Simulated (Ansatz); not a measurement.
In doubt: masses and optical values from hybrid runs of this build are listed as unsure (in some of the runs), which bears on the screening that GW takes from such a start.

System: Y2Ti2O7 (Fd-3m).

Symmetry: Fd-3m, No. 227, cubic system. The conventional cell has a = 10.099 Å, b = 10.099 Å, c = 10.099 Å, α = 90.00°, β = 90.00°, γ = 90.00°. Nearest to Y lie 8 O at 2.19 to 2.48 Å. Ti has 6 O at 1.96 Å nearest. O has 2 Ti at 1.96 Å and 2 Y at 2.48 Å nearest. O has 4 Y at 2.19 Å nearest. Farther neighbours and most contacts between anions are not listed.

```xyz
22
Lattice="0.0000 5.0493 5.0493 5.0493 0.0000 5.0493 5.0493 5.0493 0.0000" Properties=species:S:1:pos:R:3 pbc="T T T"
Y     1.2623    1.2623    1.2623
Y     1.2623    3.7870    3.7870
Y     3.7870    3.7870    1.2623
Y     3.7870    1.2623    3.7870
Ti    6.3116    6.3116    6.3116
Ti    6.3116    3.7870    3.7870
Ti    3.7870    3.7870    6.3116
Ti    3.7870    6.3116    3.7870
O     9.6396    7.5739    7.5739
O     5.0493    7.1149    5.0493
O     5.5083    7.5739    7.5739
O     5.0493    2.9837    5.0493
O     7.5739    9.6396    7.5739
O     5.0493    5.0493    7.1149
O     7.5739    5.5083    7.5739
O     5.0493    5.0493    2.9837
O     2.9837    5.0493    5.0493
O     7.5739    7.5739    9.6396
O     7.1149    5.0493    5.0493
O     7.5739    7.5739    5.5083
O     0.0000    0.0000    0.0000
O     2.5246    2.5246    2.5246
```

Geometry: measured cell, ions relaxed with LDA. The runs that relaxed it are not among those shown. PAW set soft_2, made with PBE.

Gaps computed with Ansatz 0.2.0 without a self-energy: HSE06 4.50 eV and r2SCAN 3.28 eV.

Question: Estimate the G0W0@HSE06 gap with 2×2×2 mesh, 450 empty bands, screening to 84 eV, default PAW files.

About 5.06 eV: on its mesh the run moves the gap from 4.49 eV by +0.57 eV. Among the scalar-relativistic levels given, HSE06 is nearest (−0.56 eV). Bands and cutoff are finite, so the gap is not at the basis limit. The miss can reach some tenths of an eV and take either sign; the mesh is an error of its own. The 2×2×2 mesh is coarse for this cell (its supercell is 14 Å along the shortest edge). The RPA ε∞ on it, from the HSE06 start, is 4.37; such meshes misread the long-range screening, most where the gap is narrow. The many-body steps are scalar-relativistic: spin-orbit coupling is not in them.

[Paths, hosts, dates, memory and timing lines, banners, echoed tables and standing remarks are left out of the program output.]

[Logs are printed without paths, hosts, clocks, repeated set-up lines and the standing remarks that a program may print on its own settings, such as how far it seeks lower states.]

[Runs of the session that timed out or met a known fault of the program may be left out.]

[Cells called generated may have been cut or substituted from an entry of the Crystallography Open Database or the Materials Project.]

[Hosts, paths, dates, database ids (printed as entryN), source tags and the programs' standing remarks are cut or masked in the printed files.]
